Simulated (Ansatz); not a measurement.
## Formation energy and levels of the substitutional impurity Nb_Al in AlN (F-43m)

Aim: at which Fermi levels does Nb_Al in AlN (F-43m) change its charge? The model is a cell of 54 host atoms with 1 Al taken out and 1 Nb put in.

Main program and level: Ansatz 0.2.0; place-levels on r2SCAN runs: charge-transition levels and formation energies with image-charge correction and potential alignment at the atomic sites; PAW set soft_1.

**1. The structure**

The cell holds 54 atoms: 26 Al, 27 N and 1 Nb. Cell: a = 9.269 Å, b = 9.269 Å, c = 9.269 Å, α = 60.0°, β = 60.0°, γ = 60.0°. It derives from AlN (space group F-43m). Nearest the centre at fractional (0.333, 0.667, 0.667): Nb35 at 0.00 Å, N34 at 1.89 Å, N30 at 1.89 Å, N18 at 1.89 Å, N36 at 1.89 Å, Al23 at 3.09 Å, Al31 at 3.09 Å, Al5 at 3.09 Å.

As a file:

```xyz
54
Lattice="0.0000 6.5542 6.5542 6.5542 0.0000 6.5542 6.5542 6.5542 0.0000" Properties=species:S:1:pos:R:3 pbc="T T T"
Al    0.0000    0.0000    0.0000
N     1.0924    1.0924    1.0924
Al    2.1847    2.1847    0.0000
N     3.2771    3.2771    1.0924
Al    4.3695    4.3695    0.0000
N     5.4618    5.4618    1.0924
Al    2.1847    0.0000    2.1847
N     3.2771    1.0924    3.2771
Al    4.3695    2.1847    2.1847
N     5.4618    3.2771    3.2771
Al    6.5542    4.3695    2.1847
N     7.6466    5.4618    3.2771
Al    4.3695    0.0000    4.3695
N     5.4618    1.0924    5.4618
Al    6.5542    2.1847    4.3695
N     7.6466    3.2771    5.4618
Al    8.7389    4.3695    4.3695
N     9.8313    5.4618    5.4618
Al    0.0000    2.1847    2.1847
N     1.0924    3.2771    3.2771
Al    2.1847    4.3695    2.1847
N     3.2771    5.4618    3.2771
Al    4.3695    6.5542    2.1847
N     5.4618    7.6466    3.2771
Al    2.1847    2.1847    4.3695
N     3.2771    3.2771    5.4618
Al    4.3695    4.3695    4.3695
N     5.4618    5.4618    5.4618
Al    6.5542    6.5542    4.3695
N     7.6466    7.6466    5.4618
Al    4.3695    2.1847    6.5542
N     5.4618    3.2771    7.6466
Al    6.5542    4.3695    6.5542
N     7.6466    5.4618    7.6466
Nb    8.7389    6.5542    6.5542
N     9.8313    7.6466    7.6466
Al    0.0000    4.3695    4.3695
N     1.0924    5.4618    5.4618
Al    2.1847    6.5542    4.3695
N     3.2771    7.6466    5.4618
Al    4.3695    8.7389    4.3695
N     5.4618    9.8313    5.4618
Al    2.1847    4.3695    6.5542
N     3.2771    5.4618    7.6466
Al    4.3695    6.5542    6.5542
N     5.4618    7.6466    7.6466
Al    6.5542    8.7389    6.5542
N     7.6466    9.8313    7.6466
Al    4.3695    4.3695    8.7389
N     5.4618    5.4618    9.8313
Al    6.5542    6.5542    8.7389
N     7.6466    7.6466    9.8313
Al    8.7389    8.7389    8.7389
N     9.8313    9.8313    9.8313
```

Screening for the image-charge correction: ε∞ = 4.64, ε0 = 8.51, computed on the host (DFPT, PBEsol, on the r2SCAN cell), and a cell off the functional's own equilibrium shifts the ionic part.

The cell's shortest repeat is 9.3 Å.

**2. The runs of each charge state**

A transition level is the Fermi level at which two charge states cost the same, so each charge needs its own total energy, at its own relaxed structure.

Random displacements of about 0.05 Å break the site symmetry at the start, so that the relaxation can reach a distorted minimum if there is one. Forces are taken at one point at (¼, ¼, ¼). The cell holds 1 electron more than the neutral one, with a uniform background that keeps it neutral on the whole. The electron count is odd, so at least one spin is unpaired; this run locks the moment at 1 μB.

The sampling was tested on the host first: at the k-points planned (1x1x1 shifted 0.25 0.25 0.25) its energy lies 0.045 eV an atom from the dense-mesh value, so the final energies take a denser sampling.

One of the inputs; charge, spin and start change from state to state.

The input, qm1_M1.relax/input.yaml:

```yaml
crystal:
  lattice:
    - [0.0, 6.55418986, 6.55418986]
    - [6.55418986, 0.0, 6.55418986]
    - [6.55418986, 6.55418986, 0.0]
  atoms:
    - { symbol: Al, position: [0.0, 0.0, 0.0] }
    - { symbol: "N", position: [0.08333333, 0.08333333, 0.08333333] }
    - { symbol: Al, position: [0.0, 0.0, 0.33333333] }
    - { symbol: "N", position: [0.08333333, 0.08333333, 0.41666667] }
    - { symbol: Al, position: [0.0, 0.0, 0.66666667] }
    - { symbol: "N", position: [0.08333333, 0.08333333, 0.75] }
    - { symbol: Al, position: [0.0, 0.33333333, 0.0] }
    - { symbol: "N", position: [0.08333333, 0.41666667, 0.08333333] }
    - { symbol: Al, position: [0.0, 0.33333333, 0.33333333] }
    - { symbol: "N", position: [0.08333333, 0.41666667, 0.41666667] }
    - { symbol: Al, position: [0.0, 0.33333333, 0.66666667] }
    - { symbol: "N", position: [0.08333333, 0.41666667, 0.75] }
    - { symbol: Al, position: [0.0, 0.66666667, 0.0] }
    - { symbol: "N", position: [0.08333333, 0.75, 0.08333333] }
    - { symbol: Al, position: [0.0, 0.66666667, 0.33333333] }
    - { symbol: "N", position: [0.08333333, 0.75, 0.41666667] }
    - { symbol: Al, position: [0.0, 0.66666667, 0.66666667] }
    - { symbol: "N", position: [0.08333333, 0.75, 0.75] }
    - { symbol: Al, position: [0.33333333, 0.0, 0.0] }
    - { symbol: "N", position: [0.41666667, 0.08333333, 0.08333333] }
    - { symbol: Al, position: [0.33333333, 0.0, 0.33333333] }
    - { symbol: "N", position: [0.41666667, 0.08333333, 0.41666667] }
    - { symbol: Al, position: [0.33333333, 0.0, 0.66666667] }
    - { symbol: "N", position: [0.41666667, 0.08333333, 0.75] }
    - { symbol: Al, position: [0.33333333, 0.33333333, 0.0] }
    - { symbol: "N", position: [0.41666667, 0.41666667, 0.08333333] }
    - { symbol: Al, position: [0.33333333, 0.33333333, 0.33333333] }
    - { symbol: "N", position: [0.41666667, 0.41666667, 0.41666667] }
    - { symbol: Al, position: [0.33333333, 0.33333333, 0.66666667] }
    - { symbol: "N", position: [0.41666667, 0.41666667, 0.75] }
    - { symbol: Al, position: [0.33333333, 0.66666667, 0.0] }
    - { symbol: "N", position: [0.41666667, 0.75, 0.08333333] }
    - { symbol: Al, position: [0.33333333, 0.66666667, 0.33333333] }
    - { symbol: "N", position: [0.41666667, 0.75, 0.41666667] }
    - { symbol: Nb, position: [0.33333333, 0.66666667, 0.66666667], spin: 1.0 }
    - { symbol: "N", position: [0.41666667, 0.75, 0.75] }
    - { symbol: Al, position: [0.66666667, 0.0, 0.0] }
    - { symbol: "N", position: [0.75, 0.08333333, 0.08333333] }
    - { symbol: Al, position: [0.66666667, 0.0, 0.33333333] }
    - { symbol: "N", position: [0.75, 0.08333333, 0.41666667] }
    - { symbol: Al, position: [0.66666667, 0.0, 0.66666667] }
    - { symbol: "N", position: [0.75, 0.08333333, 0.75] }
    - { symbol: Al, position: [0.66666667, 0.33333333, 0.0] }
    - { symbol: "N", position: [0.75, 0.41666667, 0.08333333] }
    - { symbol: Al, position: [0.66666667, 0.33333333, 0.33333333] }
    - { symbol: "N", position: [0.75, 0.41666667, 0.41666667] }
    - { symbol: Al, position: [0.66666667, 0.33333333, 0.66666667] }
    - { symbol: "N", position: [0.75, 0.41666667, 0.75] }
    - { symbol: Al, position: [0.66666667, 0.66666667, 0.0] }
    - { symbol: "N", position: [0.75, 0.75, 0.08333333] }
    - { symbol: Al, position: [0.66666667, 0.66666667, 0.33333333] }
    - { symbol: "N", position: [0.75, 0.75, 0.41666667] }
    - { symbol: Al, position: [0.66666667, 0.66666667, 0.66666667] }
    - { symbol: "N", position: [0.75, 0.75, 0.75] }
  host:
    repeats: [3, 3, 3]
    atoms:
      - { symbol: Al, position: [0.0, 0.0, 0.0] }
      - { symbol: "N", position: [0.25, 0.25, 0.25] }
total_charge: -1
basis:
  ecutwfc: 500
  xc_grid: 2
hamiltonian:
  xc: r2scan
  pseudopotentials: { kind: paw, azcp: { folder: soft_1 } }
kpoints:
  mp_grid: { grid: [1, 1, 1], shift: [0.25, 0.25, 0.25] }
magnetization:
  spin_polarized: true
  initial_magnetization: 1
  spin_locking: { lock_magnetization: hard }
scf:
  occupations: { method: fixed }
  max_iter: 80
output:
  forces: true
  charged_corrections:
    epsilon: 4.64
    static_epsilon: 8.51
    defect_position: [0.333333, 0.666667, 0.666667]
relax:
  f_tol: 0.02
  max_steps: 80
  random_displacement: { amplitude: 0.05, seed: 3539 }
checkpoint:
  write: "../qm1_M1.relax.run"
  compress: false
  write_wavefunctions: true
  write_every: 100000
```

The run is started by

```bash
> ansatz run input.yaml --threads 4 --pin off --max-ram 7536MiB --backend cpu --events-out ev --progress --plain --runs-dir out
```

Defect states can disperse in a cell of this size, so the energy is taken again at a 2×2×2 shifted mesh, on the relaxed structure.

The run of this state that the levels use, under r2SCAN:

The input, qm1_M1.point/input.yaml:

```yaml
crystal:
  checkpoint: "../qm1_M1.relax.run"
  host: checkpoint
total_charge: -1
basis:
  ecutwfc: 500
  xc_grid: 2
hamiltonian:
  xc: r2scan
  pseudopotentials: { kind: paw, azcp: { folder: soft_1 } }
kpoints:
  mp_grid: { grid: [2, 2, 2], shift: [0.5, 0.5, 0.5] }
magnetization:
  spin_polarized: true
  initial_magnetization: 1
  spin_locking: { lock_magnetization: hard }
scf:
  occupations: { method: fermi_dirac, width: 0.01 }
  max_iter: 80
output:
  forces: true
  eigenvalues: true
  charged_corrections:
    epsilon: 4.64
    static_epsilon: 8.51
    defect_position: [0.333333, 0.666667, 0.666667]
  eigenstates: { localisation: true }
  populations: true
  efg: {}
  band_densities: [{ bands: [v1, v1] }, { bands: [c1, c1] }]
  write_density: true
  write_potential: true
  volumetric_format: npy
  elf: true
checkpoint:
  read: "../qm1_M1.relax.run"
  write: "../qm1_M1.point.run"
  compress: false
  write_wavefunctions: false
  write_every: 100000
```

Relaxations under r2SCAN at one point at (¼, ¼, ¼); times on 4 threads of Arm Neoverse V1, shared host:

```csv
charge,moment (μB),occupations,outcome,steps,largest displacement against the far atoms (Å),time
−1,1,fixed,converged,7,0.23,2.4 min
−1,3,fixed,converged,9,0.28,3 min
0,0,fixed,converged,8,0.32,78 s
0,2,fixed,converged,9,0.19,3.3 min
+1,1,fixed,converged,9,0.12,3.8 min
+2,0,fixed,converged,7,0.07,63 s
```

Single points under r2SCAN at a 2×2×2 shifted mesh; times on 4 threads of Arm Neoverse V1, shared host:

```csv
charge,moment (μB),occupations,outcome,time
−1,1,fermi-dirac,converged,2.4 min
−1,3,fermi-dirac,converged,2.1 min
0,0,fermi-dirac,converged,50 s
0,2,fermi-dirac,converged,2.1 min
+1,1,fermi-dirac,converged,2.5 min
+2,0,fermi-dirac,converged,47 s
```

Distances (Å) from Nb35 to the nearest atoms after relaxation with r2SCAN:

```csv
charge,moment (μB),1.,2.,3.,4.,5.,6.
−1,1,N 2.03,N 2.03,N 2.04,N 2.27,Al 2.88,Al 2.88
−1,3,N 2.04,N 2.04,N 2.04,N 2.30,Al 2.84,Al 2.84
0,0,N 1.93,N 1.94,N 2.15,N 2.15,Al 2.94,Al 2.94
0,2,N 2.04,N 2.05,N 2.06,N 2.09,Al 3.07,Al 3.08
+1,1,N 1.99,N 1.99,N 2.00,N 2.01,Al 3.11,Al 3.12
+2,0,N 1.93,N 1.93,N 1.94,N 1.94,Al 3.14,Al 3.14
```

**3. Placing the levels, r2SCAN**

A charged cell interacts with its images and the background, and its potential has another zero than the host's. place-levels removes the first by a point-charge model, screened by the static dielectric constant since the ions have relaxed around the charge, and the second by comparing potentials at atoms far from the defect.

The host is a run of the defect-free crystal in the same cutoffs, grids and k-points, so that basis and sampling errors cancel in part in the differences. The host is run in a cell of 2 atoms on a matching mesh. Its band edges are searched through the zone by a band path, so the gap is smaller than, or equal to, that on the mesh. Chemical potentials are energies per atom of Al (fcc) and Nb (bcc), run with the same functional and cutoff.

The input, levels.point.yaml:

```yaml
host:
  run: host.point.run
states: [qm1_M1.point.run, qm1_M3.point.run, q0.point.run, q0_M2.point.run, qp1_M1.point.run, qp2.point.run]
geometry_from:
  qm1_M1.point.run: qm1_M1.relax.run
  qm1_M3.point.run: qm1_M3.relax.run
  q0.point.run: q0.relax.run
  q0_M2.point.run: q0_M2.relax.run
  qp1_M1.point.run: qp1_M1.relax.run
  qp2.point.run: qp2.relax.run
  host.point.run: host.relax.run
chemical_potentials:
  Al:
    energy: -540.418346
    dataset: <sha256 of the dataset>
  Nb:
    energy: -4563.656891
    dataset: "<sha256 of the dataset>"
epsilon: 4.64
static_epsilon: 8.51
vertical:
  - { from: qm1_M1.point.run, to: qm1_M1.point_neutral.run }
  - { from: qm1_M3.point.run, to: qm1_M3.point_neutral.run }
  - { from: qp1_M1.point.run, to: qp1_M1.point_neutral.run }
  - { from: qp2.point.run, to: qp2.point_neutral.run }
```

The run is started by

```bash
> ansatz place-levels levels.point.yaml -- --threads 4 --pin off --max-ram 7536MiB
```

Numbers of over 12 decimals in the logs are rounded to 6 here.

The program printed:

```text
[... repeated set-up lines and file paths are left out, and long positions are rounded to six places ...]
(+2/+1) 2.537 eV above the valence edge, 1.381 eV under the conduction edge
(+1/0) 3.377 eV above the valence edge, 0.542 eV under the conduction edge
(0/-1) 3.955 eV above the valence edge, in the conduction band
formation energy of charge +2: -1.295 eV with the Fermi level at the valence edge
formation energy of charge +1: +1.243 eV with the Fermi level at the valence edge
formation energy of charge 0: +4.619 eV with the Fermi level at the valence edge
formation energy of charge -1: +8.575 eV with the Fermi level at the valence edge
vertical -1 to 0: no energy, since no alignment is typed
  the change from vertical[0].from (qm1_M1.point.run) to vertical[0].to (qm1_M1.point_neutral.run): by its potential at epsilon 4.64 it stands at 0.358 0.697 0.670, with an rms radius of about 1.6 Å (1.0 0.9 1.0 Å across the planes of the cell's vectors); [...]
vertical -1 to 0: no energy, since no alignment is typed
  the change from vertical[1].from (qm1_M3.point.run) to vertical[1].to (qm1_M3.point_neutral.run): by its potential at epsilon 4.64 it stands at 0.363 0.697 0.697, with an rms radius of about 1.4 Å (0.8 0.8 0.8 Å across the planes of the cell's vectors); [...]
vertical +1 to 0: no energy, since no alignment is typed
  the change from vertical[2].from (qp1_M1.point.run) to vertical[2].to (qp1_M1.point_neutral.run): by its potential at epsilon 4.64 it stands at 0.328 0.650 0.666, with an rms radius of about 4.2 Å (2.4 2.5 2.4 Å across the planes of the cell's vectors); [...]
vertical +2 to 0: no energy, since no alignment is typed
  the change from vertical[3].from (qp2.point.run) to vertical[3].to (qp2.point_neutral.run): by its potential at epsilon 4.64 it stands at 0.358 0.690 0.691, with an rms radius of about 3.1 Å (1.8 1.8 1.8 Å across the planes of the cell's vectors); [...]
  edges by r2scan, gap 3.918 eV; the host is sampled to repeats of 18.54 Å
  the defect's cells are sampled to repeats of 18.54 Å, like sampling
  charge +2: -29105.7688 eV with its correction of +1.923 eV, at epsilon 8.51, aligned at sites: +0.3695 eV, mean over 19 atomic sites at or beyond 4.63 Å from the host's site at [0.3332, 0.6666, 0.6666] by the defect at [0.3333, 0.6667, 0.6667], with [...]
  charge +1: -29096.5307 eV with its correction of +0.679 eV, at epsilon 8.51, aligned at sites: +0.3832 eV, mean over 19 atomic sites at or beyond 4.63 Å from the host's site at [0.3332, 0.6666, 0.6666] by the defect at [0.3333, 0.6667, 0.6667], with [...]
  charge 0: +0.000 eV for its dipole among its images, +0.000 omitted
  charge -1: -29075.7975 eV with its correction of -0.161 eV, at epsilon 8.51, aligned at sites: +0.4566 eV, mean over 19 atomic sites at or beyond 4.63 Å from the host's site at [0.3332, 0.6666, 0.6666] by the defect at [0.3333, 0.6667, 0.6667], with [...]
  charge 0: states[2] (q0.point.run) stands 0.245 eV higher, with a moment of 0.00 μB against 2.00
  charge -1: states[0] (qm1_M1.point.run) stands 0.128 eV higher, with a moment of 1.00 μB against 3.00
  of states[5] (qp2.point.run): it parts from the run at its places by a charge that spreads by about 1.8 Å along one vector (1.3 Å or more is wide), by its potential at epsilon 4.64, taken for that of held ions (one typed too small widens it), where the cell [...]
  of states[4] (qp1_M1.point.run): it parts from the run at its places by a charge that spreads by about 2.5 Å along one vector (1.3 Å or more is wide), by its potential at epsilon 4.64, taken for that of held ions (one typed too small widens it), where the [...]
  of states[3] (q0_M2.point.run): its alignment with the host at atomic sites is doubtful: the mean over the far sites moves by +0.1217 eV from their farther parts to their nearer, more than 0.05 eV. [...]
  of states[1] (qm1_M3.point.run): its alignment with the host at atomic sites is doubtful: the mean over the far sites moves by +0.1956 eV from their farther parts to their nearer, more than 0.05 eV. [...]
  of states[2] (q0.point.run): its alignment with the host at atomic sites is doubtful: the mean over the far sites moves by +0.0826 eV from their farther parts to their nearer, more than 0.05 eV. [...]
  of states[0] (qm1_M1.point.run): its alignment with the host at atomic sites is doubtful: the mean over the far sites moves by +0.1739 eV from their farther parts to their nearer, more than 0.05 eV. [...]
  of vertical[0].from (qm1_M1.point.run): stability_check_not_made
  vertical[0].to (qm1_M1.point_neutral.run): levels filled in part (TS 0.003 eV): its energy is of no whole electron's
  of vertical[1].from (qm1_M3.point.run): stability_check_not_made
  vertical[1].to (qm1_M3.point_neutral.run): levels filled in part (TS 0.006 eV): its energy is of no whole electron's
  of vertical[2].from (qp1_M1.point.run): stability_check_not_made; [...]
  vertical[2].to (qp1_M1.point_neutral.run): levels filled in part (TS 0.006 eV): its energy is of no whole electron's
  of vertical[3].from (qp2.point.run): it parts from the run at its places by a charge that spreads by about 1.8 Å along one vector (1.3 Å or more is wide), by its potential at epsilon 4.64, taken for that of held ions (one typed too small widens it), where [...]
  vertical[3].to (qp2.point_neutral.run): levels filled in part (TS 0.007 eV): its energy is of no whole electron's
```

Run time: 0.68 s. Hardware: 4 threads of Arm Neoverse V1, shared host.

[end of part 1 of 2]

[Logs are printed without paths, hosts, clocks, repeated set-up lines and the standing remarks that a program may print on its own settings, such as how far it seeks lower states.]

[Hosts, paths, dates, database ids (printed as entryN), source tags and the programs' standing remarks are cut or masked in the printed files.]

[Where a table of states has a column of steps, it counts the stored structures, which are thinned; the runs took as many ionic steps or more.]

[A defect's name tells the site on which it was built; relaxed atoms can leave that site.]

[For some hosts the program warned that the k-mesh of the response run may be too coarse for force constants and the static dielectric constant; such warnings are not shown here.]
